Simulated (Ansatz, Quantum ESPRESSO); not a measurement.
# Band edges of 2H-TiCl2, 1 layer under strain, part 2 of 2

How do the band edges of 2H-TiCl2, 1 layer move against the vacuum when the sheet is stretched?

Quantum ESPRESSO 7.5; plane-wave DFT, PBE, GBRV ultrasoft pseudopotentials; geometry by Ansatz 0.2.0 with PAW datasets.

So far: The starting structure; Relaxation with Ansatz.

**3. The script**

Under ESM bc1 levels count from the vacuum, or from the mean of the two vacuum levels where the sheet has a dipole, so band edges at unlike strains can be compared.

Level of this step: plane-wave DFT, PBE, GBRV ultrasoft pseudopotentials (Quantum ESPRESSO 7.5).

run.py reads:

```python
import json
import numpy as np
from ase import Atoms
from ase.calculators.espresso import Espresso, EspressoProfile

profile = EspressoProfile(command='mpirun -n 2 pw.x -nk 2', pseudo_dir='../pseudo')
pseudopotentials = {'Cl': 'cl_pbe_v1.4.uspp.F.UPF', 'Ti': 'ti_pbe_v1.4.uspp.F.UPF'}
system = {'ecutwfc': 40, 'ecutrho': 200, 'occupations': 'smearing', 'smearing': 'fd', 'degauss': 0.002}


def calculator(name, kpts, **extra):
    data = dict(control=dict(tprnfor=True, verbosity='high', disk_io='none'),
                system=system | extra,
                electrons=dict(conv_thr=1e-09, mixing_beta=0.4, mixing_mode='plain',
                               electron_maxstep=100))
    return Espresso(profile=profile, directory=name, pseudopotentials=pseudopotentials, kpts=kpts, input_data=data)


def centre(atoms):
    z = atoms.positions[:, 2]
    atoms.positions[:, 2] -= (z.max() + z.min()) / 2  # ESM wants the slab about z = 0
    return atoms

sheet = Atoms(
    ['Cl', 'Ti', 'Cl'],
    scaled_positions=[
        [0.3333333333, 0.6666666667, 0.4136036463],
        [0.0000000000, 0.0000000000, 0.4999999705],
        [0.3333333333, 0.6666666667, 0.5863963831]],
    cell=[
        [3.277679016366, 0.000000000000, 0.000000000000],
        [-1.638839508183, 2.838553293624, 0.000000000000],
        [0.000000000000, 0.000000000000, 18.318562453100]],
    pbc=True)

rows = []
for strain in [-0.03, -0.015, 0.0, 0.015, 0.03]:
    atoms = sheet.copy()
    atoms.set_cell(sheet.cell.array * [[1 + strain], [1 + strain], [1]], scale_atoms=True)
    atoms = centre(atoms)
    atoms.calc = calculator(f's{strain:+.3f}', (12, 12, 1), assume_isolated='esm', esm_bc='bc1', nbnd=17)
    energy = atoms.get_potential_energy()
    levels = np.array([atoms.calc.get_eigenvalues(kpt=i) for i in range(len(atoms.calc.get_ibz_k_points()))])
    top, bottom = levels[:, 12].max(), levels[:, 13].min()
    direct = (levels[:, 13] - levels[:, 12]).min()
    rows.append([strain, energy, top, bottom, direct])
    print(f'strain {strain:+.3f}: E = {energy:.5f} eV, valence top {top:.3f}, conduction bottom {bottom:.3f}, '
          f'gap {bottom - top:.3f}, least direct gap {direct:.3f} eV')

x, energy, top, bottom, direct = np.array(rows).T
area = np.linalg.norm(np.cross(*sheet.cell[:2]))
stiffness = np.polyfit(x, energy, 2)[0] / area * 16.0218  # C11 + C12, heights clamped
print(f'valence and conduction edges move by {np.polyfit(x, top, 1)[0]:.2f} and {np.polyfit(x, bottom, 1)[0]:.2f} eV per unit biaxial strain')
print(f'C11 + C12 with clamped heights: {stiffness:.1f} N/m')
json.dump(dict(rows=rows, stiffness=stiffness), open('result.json', 'w'))
```

Command:

```console
$ OMP_NUM_THREADS=1 python run.py
```

The log of the run:

```text
strain -0.030: E = -2532.90346 eV, valence top -4.115, conduction bottom -3.180, gap 0.934, least direct gap 1.357 eV
strain -0.015: E = -2532.95281 eV, valence top -4.188, conduction bottom -3.251, gap 0.936, least direct gap 1.282 eV
strain +0.000: E = -2532.96797 eV, valence top -4.260, conduction bottom -3.323, gap 0.937, least direct gap 1.186 eV
strain +0.015: E = -2532.95312 eV, valence top -4.332, conduction bottom -3.398, gap 0.935, least direct gap 1.085 eV
strain +0.030: E = -2532.91150 eV, valence top -4.404, conduction bottom -3.473, gap 0.931, least direct gap 0.988 eV
valence and conduction edges move by -4.82 and -4.87 eV per unit biaxial strain
C11 + C12 with clamped heights: 115.9 N/m
```

The job ended after 5.1 min (2 MPI ranks of Arm Neoverse V1, shared host; peak memory 0.37 GiB).

The input that ASE wrote for the first run, and its log:

```
&CONTROL
   verbosity        = 'high'
   tprnfor          = .true.
   disk_io          = 'none'
   pseudo_dir       = '../pseudo'
/
&SYSTEM
   nbnd             = 17
   ecutwfc          = 40
   ecutrho          = 200
   occupations      = 'smearing'
   degauss          = 0.002
   smearing         = 'fd'
   assume_isolated  = 'esm'
   esm_bc           = 'bc1'
   ntyp             = 2
   nat              = 3
   ibrav            = 0
/
&ELECTRONS
   electron_maxstep = 100
   conv_thr         = 1e-09
   mixing_mode      = 'plain'
   mixing_beta      = 0.4
/
&IONS
/
&CELL
/
&FCP
/
&RISM
/
ATOMIC_SPECIES
Cl 35.45 cl_pbe_v1.4.uspp.F.UPF
Ti 47.867 ti_pbe_v1.4.uspp.F.UPF

K_POINTS automatic
12 12 1  0 0 0

CELL_PARAMETERS angstrom
3.17934864587502 0.00000000000000 0.00000000000000
-1.58967432293751 2.75339669481528 0.00000000000000
0.00000000000000 0.00000000000000 18.31856245310000

ATOMIC_POSITIONS angstrom
Cl -0.0000000002 1.8355977966 -1.5826572703  
Ti 0.0000000000 0.0000000000 -0.0000008097  
Cl -0.0000000002 1.8355977966 1.5826572703
```

```text
Program PWSCF v.7.5 starts
[citation notice left out]

     Parallel version (MPI & OpenMP), running on       2 processor cores
     Number of MPI processes:                 2
     Threads/MPI process:                     1

     MPI processes distributed on     1 nodes
[... 1 line left out ...]

Warning: card &CELL ignored
Warning: card &FCP ignored
Warning: card &RISM ignored

     Current dimensions of program PWSCF are:
     Max number of different atomic species (ntypx) = 10
     Max number of k-points (npk) =  40000
     Max angular momentum in pseudopotentials (lmaxx) =  4
     Message from routine setup:
     using ibrav=0 with symmetry is DISCOURAGED, use correct ibrav instead

     K-points division:     npool     =       2
     Subspace diagonalization in iterative solution of the eigenvalue problem:
     a serial algorithm will be used

     G-vector sticks info
     --------------------
     sticks:   dense  smooth     PW     G-vecs:    dense   smooth      PW
     Sum         499     397    121                51833    36835    6389

     Using Slab Decomposition

     bravais-lattice index     =            0
     lattice parameter (alat)  =       6.0081  a.u.
     unit-cell volume          =    1082.1686 (a.u.)^3
     number of atoms/cell      =            3
     number of atomic types    =            2
     number of electrons       =        26.00
     number of Kohn-Sham states=           17
     kinetic-energy cutoff     =      40.0000  Ry
     charge density cutoff     =     200.0000  Ry
     scf convergence threshold =      1.0E-09
     mixing beta               =       0.4000
     number of iterations used =            8  plain     mixing
     Exchange-correlation=  SLA  PW   PBX  PBC
                           (   1   4   3   4   0   0   0)

     Effective Screening Medium Method
     =================================
     Boundary Conditions: Vacuum-Slab-Vacuum
     total charge in unit cell        =   0.0000
     grid points for fit at edges     =        4

[... 10 lines left out ...]
     PseudoPot. # 1 for Cl read from file:
     ../pseudo/cl_pbe_v1.4.uspp.F.UPF
     Pseudo is Ultrasoft + core correction, Zval =  7.0
     Generated by new atomic code, or converted to UPF format
     Using radial grid of  909 points,  6 beta functions with:
                l(1) =   0
                l(2) =   0
                l(3) =   1
                l(4) =   1
                l(5) =   2
                l(6) =   2
     Q(r) pseudized with  8 coefficients,  rinner =    1.300   1.300   1.300
                                                       1.300   1.300

     PseudoPot. # 2 for Ti read from file:
     ../pseudo/ti_pbe_v1.4.uspp.F.UPF
     Pseudo is Ultrasoft + core correction, Zval = 12.0
     Generated by new atomic code, or converted to UPF format
     Using radial grid of  851 points,  6 beta functions with:
                l(1) =   0
[... 704 lines left out ...]

          k = 0.0000 0.0000 0.0000 (  4581 PWs)   bands (ev):

   -61.5467 -37.9549 -37.6851 -37.6851 -22.2568 -21.5944 -11.5578  -9.1332
    -8.1334  -8.1334  -7.7461  -7.7461  -4.4808  -3.0320  -3.0320  -2.7117
    -2.7117

     occupation numbers
     1.0000   1.0000   1.0000   1.0000   1.0000   1.0000   1.0000   1.0000
     1.0000   1.0000   1.0000   1.0000   1.0000   0.0000   0.0000   0.0000
     0.0000

[... 144 lines left out ...]

     the Fermi energy is    -3.6757 ev

!    total energy              =    -186.16498704 Ry
     estimated scf accuracy    <          9.7E-10 Ry
     smearing contrib. (-TS)   =      -0.00000000 Ry
     internal energy E=F+TS    =    -186.16498704 Ry

     The total energy is F=E-TS. E is the sum of the following terms:
     one-electron contribution =     694.95401412 Ry
     hartree contribution      =    -350.31974673 Ry
     xc contribution           =     -37.13561375 Ry
     ewald contribution        =    -493.66364068 Ry

     convergence has been achieved in  36 iterations

     negative rho (up, down):  3.344E-02 0.000E+00

     Forces acting on atoms (cartesian axes, Ry/au):

     atom    1 type  1   force =     0.00000000    0.00000000   -0.01215777
     atom    2 type  2   force =     0.00000000    0.00000000    0.00000000
     atom    3 type  1   force =     0.00000000    0.00000000    0.01215777
     The non-local contrib.  to forces
     atom    1 type  1   force =     0.00000000    0.00000000    0.20246487
     atom    2 type  2   force =     0.00000000   -0.00000000    0.00000000
     atom    3 type  1   force =    -0.00000000    0.00000000   -0.20246487
     The ionic contribution  to forces
     atom    1 type  1   force =     0.00000000   -0.00000000  -51.11912171
     atom    2 type  2   force =    -0.00000000    0.00000000   -0.00000826
     atom    3 type  1   force =     0.00000000   -0.00000000   51.11912997
     The local contribution  to forces
     atom    1 type  1   force =     0.00000000   -0.00000000   50.90781270
     atom    2 type  2   force =     0.00000000    0.00000000    0.00012056
     atom    3 type  1   force =     0.00000000   -0.00000000  -50.90786992
     The core correction contribution to forces
     atom    1 type  1   force =    -0.00000000    0.00000000   -0.00342397
     atom    2 type  2   force =     0.00000000    0.00000000   -0.00000333
     atom    3 type  1   force =    -0.00000000    0.00000000    0.00342397
     The Hubbard contrib.    to forces
     atom    1 type  1   force =     0.00000000    0.00000000    0.00000000
     atom    2 type  2   force =     0.00000000    0.00000000    0.00000000
     atom    3 type  1   force =     0.00000000    0.00000000    0.00000000
     The SCF correction term to forces
     atom    1 type  1   force =    -0.00000000    0.00000000    0.00008586
     atom    2 type  2   force =    -0.00000000    0.00000000   -0.00000000
     atom    3 type  1   force =    -0.00000000    0.00000000   -0.00008586

     Total force =     0.017194     Total SCF correction =     0.000121
     Message from routine punch:
     Nothing written, as per user request (disk_io='none')

[... 1 line left out ...]

[... 1 line left out ...]

[... 1 line left out ...]

[... 3 lines left out ...]

[... 1 line left out ...]

[... 2 lines left out ...]

[... 1 line left out ...]

[... 1 line left out ...]

=------------------------------------------------------------------------------=
   JOB DONE.
=------------------------------------------------------------------------------=
```

Read from the output:

* biaxial stiffness: 115.9 N/m

Band edge from the vacuum level against biaxial strain:

```csv
biaxial strain (%),valence top (eV),conduction bottom (eV)
-3.00,-4.11,-3.18
-1.50,-4.19,-3.25
0.00,-4.26,-3.32
1.50,-4.33,-3.40
3.00,-4.40,-3.47
```

Gap against biaxial strain:

| biaxial strain (%) | on the mesh (eV) | least direct (eV) |
| --- | --- | --- |
| -3.00 | 0.934 | 1.36 |
| -1.50 | 0.936 | 1.28 |
| 0.00 | 0.937 | 1.19 |
| 1.50 | 0.935 | 1.08 |
| 3.00 | 0.931 | 0.988 |

Energy over the lowest against biaxial strain:

```
biaxial strain (%)  energy over the lowest (meV)
             -3.00                          64.5
             -1.50                          15.2
              0.00                             0
              1.50                          14.9
              3.00                          56.5
```

**4. The script: LDA, GBRV ultrasoft**

Level of this step: plane-wave DFT, LDA, GBRV ultrasoft pseudopotentials (Quantum ESPRESSO 7.5).

run.py, as its differences from the input of step 3:

```diff
@@ -6,3 +6,3 @@
 profile = EspressoProfile(command='mpirun -n 2 pw.x -nk 2', pseudo_dir='../pseudo')
-pseudopotentials = {'Cl': 'cl_pbe_v1.4.uspp.F.UPF', 'Ti': 'ti_pbe_v1.4.uspp.F.UPF'}
+pseudopotentials = {'Cl': 'cl_lda_v1.4.uspp.F.UPF', 'Ti': 'ti_lda_v1.4.uspp.F.UPF'}
 system = {'ecutwfc': 40, 'ecutrho': 200, 'occupations': 'smearing', 'smearing': 'fd', 'degauss': 0.002}
```

Command:

```console
$ OMP_NUM_THREADS=1 python run.py
```

The log of the run:

```text
strain -0.030: E = -2533.06838 eV, valence top -4.371, conduction bottom -3.450, gap 0.922, least direct gap 1.349 eV
strain -0.015: E = -2533.04116 eV, valence top -4.442, conduction bottom -3.516, gap 0.926, least direct gap 1.277 eV
strain +0.000: E = -2532.98266 eV, valence top -4.511, conduction bottom -3.583, gap 0.929, least direct gap 1.180 eV
strain +0.015: E = -2532.89671 eV, valence top -4.580, conduction bottom -3.652, gap 0.928, least direct gap 1.079 eV
strain +0.030: E = -2532.78676 eV, valence top -4.649, conduction bottom -3.723, gap 0.926, least direct gap 0.980 eV
valence and conduction edges move by -4.63 and -4.56 eV per unit biaxial strain
C11 + C12 with clamped heights: 105.5 N/m
```

Run time: 5.2 min. Hardware: 2 MPI ranks; peak memory 0.35 GiB.

This step gave:

| Item | Value |
| --- | --- |
| biaxial stiffness | 105.5 N/m |

The band edge from the vacuum level by biaxial strain:

```csv
biaxial strain (%),valence top (eV),conduction bottom (eV)
-3.00,-4.37,-3.45
-1.50,-4.44,-3.52
0.00,-4.51,-3.58
1.50,-4.58,-3.65
3.00,-4.65,-3.72
```

Table of gap by biaxial strain:

| biaxial strain (%) | on the mesh (eV) | least direct (eV) |
| --- | --- | --- |
| -3.00 | 0.922 | 1.35 |
| -1.50 | 0.926 | 1.28 |
| 0.00 | 0.928 | 1.18 |
| 1.50 | 0.928 | 1.08 |
| 3.00 | 0.926 | 0.980 |

Energy over the lowest against biaxial strain:

```csv
biaxial strain (%),energy over the lowest (meV)
-3.00,0
-1.50,27.2
0.00,85.7
1.50,172
3.00,282
```

**5. Worked from the printed numbers**

Under equal strain ε in the plane, E = A (C11 + C12) ε². From the points at ±1.5 %: d²E/dε² = (15.16 + 14.85 − 2 × 0.00) meV / 0.015² = 133 eV, and 133/(2 × 9.304 Å²) × 16.02 = 115 N/m.

**6. Results**

```yaml
c11_c12_heights_clamped_pbe_gbrv_ultrasoft: 116 N/m
gap_on_the_mesh_at_zero_strain_pbe_gbrv_ultrasoft: 0.94 eV
valence_top_below_the_vacuum_at_zero_strain_pbe_gbrv_ultrasoft: 4.26 eV
shift_of_the_valence_top_per_unit_biaxial_strain_pbe_gbrv_ultrasoft: -4.8 eV
shift_of_the_conduction_bottom_per_unit_biaxial_strain_pbe_gbrv_ultrasoft: -4.9 eV
c11_c12_heights_clamped_lda_gbrv_ultrasoft: 105 N/m
gap_on_the_mesh_at_zero_strain_lda_gbrv_ultrasoft: 0.93 eV
valence_top_below_the_vacuum_at_zero_strain_lda_gbrv_ultrasoft: 4.51 eV
shift_of_the_valence_top_per_unit_biaxial_strain_lda_gbrv_ultrasoft: -4.6 eV
shift_of_the_conduction_bottom_per_unit_biaxial_strain_lda_gbrv_ultrasoft: -4.6 eV
```

What this shows: The sheet's biaxial stiffness comes to 116 N/m and its gap at zero strain to 0.94 eV (PBE, GBRV ultrasoft). From −3 % to +3 % the gap on the mesh goes from 0.93 to 0.93 eV; it is indirect at every strain. Heights are clamped under strain, which makes a sheet with several atomic planes too stiff. Zero strain is the PBE cell; under LDA the energy is lowest at or beyond the end of the range, so its stiffness is taken away from its own minimum. Semilocal gaps are too small.

[Logs are printed without paths, hosts, clocks, repeated set-up lines and the standing remarks that a program may print on its own settings, such as how far it seeks lower states.]

[Hosts, paths, dates, database ids (printed as entryN), source tags and the programs' standing remarks are cut or masked in the printed files.]

[Maps of the electrostatic potential energy from Ansatz leave out the sawtooth potential of an applied field or a dipole correction, so their vacuum need not be flat; planar profiles and work functions include it.]
